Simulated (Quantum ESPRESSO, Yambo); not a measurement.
## Si3N4 (Fd-3m): G0W0 in Yambo against the bands

Wanted: the cheapest bands that holds the gap of Si3N4 (Fd-3m).

Calculated with Yambo 5.3.0; PBE and many-body steps on it, plane waves.

## Step 1: Starting point

It takes space group Fd-3m (No. 227, cubic). The conventional cell has a = 7.787 Å, b = 7.787 Å, c = 7.787 Å, α = 90.00°, β = 90.00°, γ = 90.00°. Si has 6 N at 1.89 Å nearest. Nearest to Si lie 4 N at 1.79 Å. Nearest to N lie 4 Si at 1.79 to 1.89 Å. Farther neighbours and most contacts between anions are not listed.

As a file:

```xyz
14
Lattice="0.0000 3.8937 3.8937 3.8937 0.0000 3.8937 3.8937 3.8937 0.0000" Properties=species:S:1:pos:R:3 pbc="T T T"
Si    2.9203    2.9203    0.9734
Si    2.9203    0.9734    2.9203
Si    0.9734    2.9203    2.9203
Si    0.9734    0.9734    0.9734
Si    5.8406    5.8406    5.8406
Si    3.8937    3.8937    3.8937
N     2.8624    2.8624    2.8624
N     6.8719    4.8092    4.8092
N     4.8092    4.8092    6.8719
N     4.8092    6.8719    4.8092
N     4.9251    4.9251    2.8624
N     4.9251    2.8624    4.9251
N     6.8719    6.8719    6.8719
N     2.8624    4.9251    4.9251
```

The cell and positions are those that the Materials Project relaxed with its own functionals (PBE, PBE+U or r2SCAN), kept fixed. This is not the form that Si3N4 usually takes at ambient conditions.

## Step 2: 52 bands

This step: Yambo 5.3.0; G0W0 on PBE, plane waves, norm-conserving pseudopotentials.

Now the one-shot GW correction: screening in the RPA, then the self-energy of the levels asked for.

gw1.in

```
HF_and_locXC
gw0
dyson
ppa
em1d
rim_cut
RandQpts= 1000000
RandGvec= 1 RL
EXXRLvcs= 72 Ry
VXCRLvcs= 288 Ry
Chimod= "HARTREE"
% BndsRnXp
 1 | 52 |
%
NGsBlkXp= 7 Ry
% LongDrXp
 1 | 1 | 1 |
%
% GbndRnge
 1 | 52 |
%
DysSolver= "n"
ExtendOut
PPAPntXp= 27.21138 eV
% QPkrange
 6 | 6 | 31 | 34 |
 1 | 1 | 31 | 34 |
%
```

The run is started by

```
$ OMP_NUM_THREADS=2 mpirun -n 4 yambo -F gw1.in -J gw1 -C gw1 > gw1.log
```

What it wrote:

```text
 Yambo, version 5.3.0

 [02] CORE Variables Setup
 =========================

  [... cell, symmetries and grids as in the set-up ...]

  [02.05] Energies & Occupations
  ==============================

  [X] === General ===
  [X] Electronic Temperature                        :  0.000000  0.000000 [eV K]
  [X] Bosonic    Temperature                        :  0.000000  0.000000 [eV K]
  [X] Finite Temperature mode                       : no
  [X] El. density                                   :  0.54207E+24 [cm-3]
  [X] Fermi Level                                   :  10.95512 [eV]

  [X] === Gaps and Widths ===
  [X] Conduction Band Min                           :  3.398216 [eV]
  [X] Valence Band Max                              :  0.000000 [eV]
  [X] Filled Bands                                  :   32
  [X] Empty Bands                                   :    33   384
  [X] Direct Gap                                    :  3.406484 [eV]
  [X] Direct Gap localized at k                     :  1
  [X] Indirect Gap                                  :  3.398216 [eV]
  [X] Indirect Gap between kpts                     :   6   1
  [X] Last valence band width                       :  0.702966 [eV]
  [X] 1st conduction band width                     :  3.290624 [eV]

 [03] Transferred momenta grid and indexing
 ==========================================

 IBZ Q-points                                      :   8
 BZ  Q-points                                      :   64

 K/Q-points units:
 rlu = crystal or reduced units; cc = cartesian coordinates; iku = interal k-units

 Q [1]          [rlu]:  0.000000  0.000000  0.000000
 Q [2]          [rlu]:  0.22808E-16 -0.49479E-17  0.25000
 Q [3]          [rlu]: -0.45615E-16  0.98957E-17 -0.50000
 Q [4]          [rlu]: -0.10477E-17  0.25000      0.25000
 Q [5]          [rlu]:  0.92967E-17  0.25000      0.50000
 Q [6]          [rlu]:  0.10266E-15  0.25000     -0.25000
 Q [7]          [rlu]:  0.20954E-17 -0.50000     -0.50000
 Q [8]          [rlu]:  0.250000 -0.500000 -0.250000

 [04] Coloumb potential Random Integration (RIM)
 ===============================================

  [04.01] RIM initialization
  ==========================

  * Diagonal components only detected *

  8 x (sBL volume)        :  0.038916 [a.u.]
  sBZ random points       :  1000000
  Points outside the sBZ  :   7996195
  RL volume               :  0.311329 [a.u.]
  Integrated volume       :  0.311477 [a.u.]

  [04.02] RIM integrals
  =====================

  Gamma point sphere radius             :  0.061470 [a.u.]
  Points outside the sphere             :   799659
  [Int_sBZ(q=0) 1/q^2]*(Vol_sBZ)^(-1/3) =:  7.764404
                                 should be <:  7.795600

  Summary of Coulomb integrals for non-metallic bands |Q|[au] RIM/Bare

  Q [1] 0.100000E-4 0.995998 * Q [2] 0.184879 1.064860
  Q [4] 0.213480 1.063764 * Q [6] 0.301906 1.026684
  Q [5] 0.354016 1.019317 * Q [3] 0.369758 1.017217
  Q [7] 0.426959 1.013693 * Q [8] 0.477355 1.010740

 [WARNING] [Xp] User bands 1-52 break level degeneracy

 [05] Dipoles
 ============

  [05.01] Setup: observables and procedures
  =========================================

  [WARNING] [x,Vnl] slows the Dipoles computation. To neglect it rename the ns.kb_pp file

 [06] Dynamic Dielectric Matrix (PPA)
 ====================================

 [WR./gw1//ndb.pp]---------------------------------------------------------------
  Brillouin Zone Q/K grids (IBZ/BZ)                :    8   64    8   64
  RL vectors                                       :   9577 [WF]
  Coulomb cutoff potential                         : none
  Electronic Temperature                           :  0.000000 [K]
  Bosonic    Temperature                           :  0.000000 [K]
  PPA    diel. fun.  energies                      : Perdew, Burke & Ernzerhof(X)+Perdew, Burke & Ernzerhof(C)
  wavefunctions                                    : Perdew, Burke & Ernzerhof(X)+Perdew, Burke & Ernzerhof(C)
  Global Gauge                                     : length
  X matrix size                                    :  283
  X band range                                     :    1   52
  X e/h energy range                               : -1.000000 -1.000000 [eV]
  X Time ordering                                  : R
  X Hxc Kernel                                     : HARTREE
  X Drude frequency                                :  0.000000  0.000000
  X poles                                          :  100.0000 [o/o]
  RL vectors in the sum                            :   9577
  [r,Vnl] included                                 : yes
  Field direction                                  :  0.577350E-5  0.577350E-5  0.577350E-5
  BZ energy Double Grid                            : no
  BZ energy DbGd points                            : 0
  BZ Q point size factor                           : -1.000000
  X Optical Averaged directions                    : none

 [07] Local Exchange-Correlation + Non-Local Fock
 ================================================

 [VXC] Plane waves :   65763
 [EXS] Plane waves :   8291

 QP @ state[ 1 ] K range:  1  1
 QP @ state[ 1 ] b range:   31   34
 QP @ state[ 2 ] K range:   6   6
 QP @ state[ 2 ] b range:   31   34

 [xc] Functional : Perdew, Burke & Ernzerhof(X)+Perdew, Burke & Ernzerhof(C)
 [xc] LIBXC used to calculate xc functional
  PP Number of Atomic Species                      :  2
  NLCC RL compoments                               :   65763
  PP Number of Atomic Species                      :  2
  NLCC RL compoments                               :   65763

 [xc] E_xc :  -28.73699 [Ha]
      E_xc :  -57.47398 [Ry]

  Local XC kind (lXC) : Perdew, Burke & Ernzerhof(X)+Perdew, Burke & Ernzerhof(C)
  Non-Local XC kind (nlXC) : Hartree-Fock

  Corrections @ K [1] :  [eV]
 <31|nlXC|31> = -21.42823 -0.75836E-17 <31|lXC|31> = -17.68827  0.000000
 <32|nlXC|32> = -21.42821 -0.27358E-17 <32|lXC|32> = -17.68827  0.000000
 <33|nlXC|33> = -6.721588 -0.12841E-18 <33|lXC|33> = -11.36948  0.000000
 <34|nlXC|34> = -6.721591  0.11409E-18 <34|lXC|34> = -11.36948  0.000000

  Corrections @ K [6] :  [eV]
 <31|nlXC|31> = -20.81630  0.48615E-17 <31|lXC|31> = -16.87490 -0.37763E-15
 <32|nlXC|32> = -21.47475 -0.15296E-16 <32|lXC|32> = -17.76122  0.37763E-15
 <33|nlXC|33> = -6.589471 -0.61142E-18 <33|lXC|33> = -11.63886  0.000000
 <34|nlXC|34> = -7.017724  0.12919E-17 <34|lXC|34> = -12.25120 -0.18882E-15

 [08] Dyson equation: Newton solver
 ==================================

  [08.01] G0W0 (W PPA)
  ====================

  [  GW  ] Bands range     :    1   52
  [GW/PPA] G damping       :  0.100000 [eV]

  QP @ state[ 1 ] K range:  1  1
  QP @ state[ 1 ] b range:   31   34
  QP @ state[ 2 ] K range:   6   6
  QP @ state[ 2 ] b range:   31   34

   Sc/G bands                                       :    1   52
   Sc/G damping                                     :  0.100000 ev
   Sc bands terminator                              : no
   Sx RL components                                 :   8291

   QP @ state[ 1 ] K range                          :  1  1
   QP @ state[ 1 ] b range                          :   31   34
   QP @ state[ 2 ] K range                          :   6   6
   QP @ state[ 2 ] b range                          :   31   34
   GF energies kind                                 : Perdew, Burke & Ernzerhof(X)+Perdew, Burke & Ernzerhof(C)
   GF WF`s kind                                     : Perdew, Burke & Ernzerhof(X)+Perdew, Burke & Ernzerhof(C)
   Xs energies kind                                 : Perdew, Burke & Ernzerhof(X)+Perdew, Burke & Ernzerhof(C)
   Xs WF`s kind                                     : Perdew, Burke & Ernzerhof(X)+Perdew, Burke & Ernzerhof(C)

 [11] Game Over & Game summary
```

It took 1.7 min on 4 MPI ranks of AMD EPYC 7R43, shared host; peak memory 3.4 GiB; 12 min of CPU time.

This step gave:

```
G0W0 gap on the points computed              : 4.957 eV
starting gap on the mesh                     : 3.398 eV
k of the valence top                         : 0, 0.25, -0.25
k of the conduction bottom                   : 0, 0, 0
least direct G0W0 gap on the computed points : 4.991 eV
Z at the valence top                         : 0.8194
Z at the conduction bottom                   : 0.8569
```

The gap on the mesh goes from 3.40 eV to 4.96 eV, a correction of +1.56 eV.

## Step 3: 76 bands

gw2.in, as its differences from gw1.in of step 2:

```diff
@@ -12,3 +12,3 @@
 % BndsRnXp
- 1 | 52 |
+ 1 | 76 |
 %
@@ -19,3 +19,3 @@
 % GbndRnge
- 1 | 52 |
+ 1 | 76 |
 %
```

The run is started by

```
$ OMP_NUM_THREADS=2 mpirun -n 4 yambo -F gw2.in -J gw2 -C gw2 > gw2.log
```

What it wrote:

```text
 Yambo, version 5.3.0

 [02] CORE Variables Setup
 =========================

  [... cell, symmetries and grids as in the set-up ...]

  [02.05] Energies & Occupations
  ==============================

  [X] === General ===
  [X] Electronic Temperature                        :  0.000000  0.000000 [eV K]
  [X] Bosonic    Temperature                        :  0.000000  0.000000 [eV K]
  [X] Finite Temperature mode                       : no
  [X] El. density                                   :  0.54207E+24 [cm-3]
  [X] Fermi Level                                   :  10.95512 [eV]

  [X] === Gaps and Widths ===
  [X] Conduction Band Min                           :  3.398216 [eV]
  [X] Valence Band Max                              :  0.000000 [eV]
  [X] Filled Bands                                  :   32
  [X] Empty Bands                                   :    33   384
  [X] Direct Gap                                    :  3.406484 [eV]
  [X] Direct Gap localized at k                     :  1
  [X] Indirect Gap                                  :  3.398216 [eV]
  [X] Indirect Gap between kpts                     :   6   1
  [X] Last valence band width                       :  0.702966 [eV]
  [X] 1st conduction band width                     :  3.290624 [eV]

 [03] Transferred momenta grid and indexing
 ==========================================

 IBZ Q-points                                      :   8
 BZ  Q-points                                      :   64

 K/Q-points units:
 rlu = crystal or reduced units; cc = cartesian coordinates; iku = interal k-units

 Q [1]          [rlu]:  0.000000  0.000000  0.000000
 Q [2]          [rlu]:  0.22808E-16 -0.49479E-17  0.25000
 Q [3]          [rlu]: -0.45615E-16  0.98957E-17 -0.50000
[...]
NLCC RL compoments                               :   65763
  PP Number of Atomic Species                      :  2
  NLCC RL compoments                               :   65763

 [xc] E_xc :  -28.73699 [Ha]
      E_xc :  -57.47398 [Ry]

  Local XC kind (lXC) : Perdew, Burke & Ernzerhof(X)+Perdew, Burke & Ernzerhof(C)
  Non-Local XC kind (nlXC) : Hartree-Fock

  Corrections @ K [1] :  [eV]
 <31|nlXC|31> = -21.42823 -0.75836E-17 <31|lXC|31> = -17.68827  0.000000
 <32|nlXC|32> = -21.42821 -0.27358E-17 <32|lXC|32> = -17.68827  0.000000
 <33|nlXC|33> = -6.721588 -0.12841E-18 <33|lXC|33> = -11.36948  0.000000
[...]
Corrections @ K [6] :  [eV]
[...]
<33|nlXC|33> = -6.589471 -0.61142E-18 <33|lXC|33> = -11.63886  0.000000
 <34|nlXC|34> = -7.017724  0.12919E-17 <34|lXC|34> = -12.25120 -0.18882E-15

 [08] Dyson equation: Newton solver
 ==================================

  [08.01] G0W0 (W PPA)
  ====================

  [  GW  ] Bands range     :    1   76
  [GW/PPA] G damping       :  0.100000 [eV]

  QP @ state[ 1 ] K range:  1  1
  QP @ state[ 1 ] b range:   31   34
  QP @ state[ 2 ] K range:   6   6
  QP @ state[ 2 ] b range:   31   34

   Sc/G bands                                       :    1   76
   Sc/G damping                                     :  0.100000 ev
   Sc bands terminator                              : no
   Sx RL components                                 :   8291

   QP @ state[ 1 ] K range                          :  1  1
   QP @ state[ 1 ] b range                          :   31   34
   QP @ state[ 2 ] K range                          :   6   6
   QP @ state[ 2 ] b range                          :   31   34
   GF energies kind                                 : Perdew, Burke & Ernzerhof(X)+Perdew, Burke & Ernzerhof(C)
   GF WF`s kind                                     : Perdew, Burke & Ernzerhof(X)+Perdew, Burke & Ernzerhof(C)
   Xs energies kind                                 : Perdew, Burke & Ernzerhof(X)+Perdew, Burke & Ernzerhof(C)
   Xs WF`s kind                                     : Perdew, Burke & Ernzerhof(X)+Perdew, Burke & Ernzerhof(C)

 [11] Game Over & Game summary
```

It took 2.4 min on 4 MPI ranks; peak memory 3.4 GiB; 17 min of CPU time.

This step gave:

```yaml
g0w0_gap_on_the_points_computed: 4.505 eV
starting_gap_on_the_mesh: 3.398 eV
k_of_the_valence_top: 0, 0.25, -0.25
k_of_the_conduction_bottom: 0, 0, 0
least_direct_g0w0_gap_on_the_computed_points: 4.559 eV
z_at_the_valence_top: 0.8141
z_at_the_conduction_bottom: 0.8489
```

Against the run before, the gap moves by −0.452 eV.

## Step 4: 121 bands

gw3.in, as its differences from gw2.in of step 3:

```diff
@@ -12,3 +12,3 @@
 % BndsRnXp
- 1 | 76 |
+ 1 | 121 |
 %
@@ -19,3 +19,3 @@
 % GbndRnge
- 1 | 76 |
+ 1 | 121 |
 %
```

The run is started by

```
$ OMP_NUM_THREADS=2 mpirun -n 4 yambo -F gw3.in -J gw3 -C gw3 > gw3.log
```

What it wrote:

```text
 Yambo, version 5.3.0

 [02] CORE Variables Setup
 =========================

  [... cell, symmetries and grids as in the set-up ...]

  [02.05] Energies & Occupations
  ==============================

  [X] === General ===
  [X] Electronic Temperature                        :  0.000000  0.000000 [eV K]
  [X] Bosonic    Temperature                        :  0.000000  0.000000 [eV K]
  [X] Finite Temperature mode                       : no
  [X] El. density                                   :  0.54207E+24 [cm-3]
[...]
QP @ state[ 1 ] b range                          :   31   34
   QP @ state[ 2 ] K range                          :   6   6
   QP @ state[ 2 ] b range                          :   31   34
   GF energies kind                                 : Perdew, Burke & Ernzerhof(X)+Perdew, Burke & Ernzerhof(C)
   GF WF`s kind                                     : Perdew, Burke & Ernzerhof(X)+Perdew, Burke & Ernzerhof(C)
   Xs energies kind                                 : Perdew, Burke & Ernzerhof(X)+Perdew, Burke & Ernzerhof(C)
   Xs WF`s kind                                     : Perdew, Burke & Ernzerhof(X)+Perdew, Burke & Ernzerhof(C)

 [11] Game Over & Game summary
```

It took 4.3 min on 4 MPI ranks; peak memory 3.4 GiB.

This step gave:

| Item | Value |
| --- | --- |
| G0W0 gap on the points computed | 4.324 eV |
| starting gap on the mesh | 3.398 eV |
| k of the valence top | 0, 0.25, -0.25 |
| k of the conduction bottom | 0, 0, 0 |
| least direct G0W0 gap on the computed points | 4.371 eV |

Against the run before, the gap moves by −0.181 eV.

(Continued in part 2 of 2.)

[Paths, hosts, dates, memory and timing lines, banners, echoed tables and standing remarks are left out of the program output.]

[Logs are printed without paths, hosts, clocks, repeated set-up lines and the standing remarks that a program may print on its own settings, such as how far it seeks lower states.]

[Runs of the session that timed out or met a known fault of the program may be left out.]

[Hosts, paths, dates, database ids (printed as entryN), source tags and the programs' standing remarks are cut or masked in the printed files.]
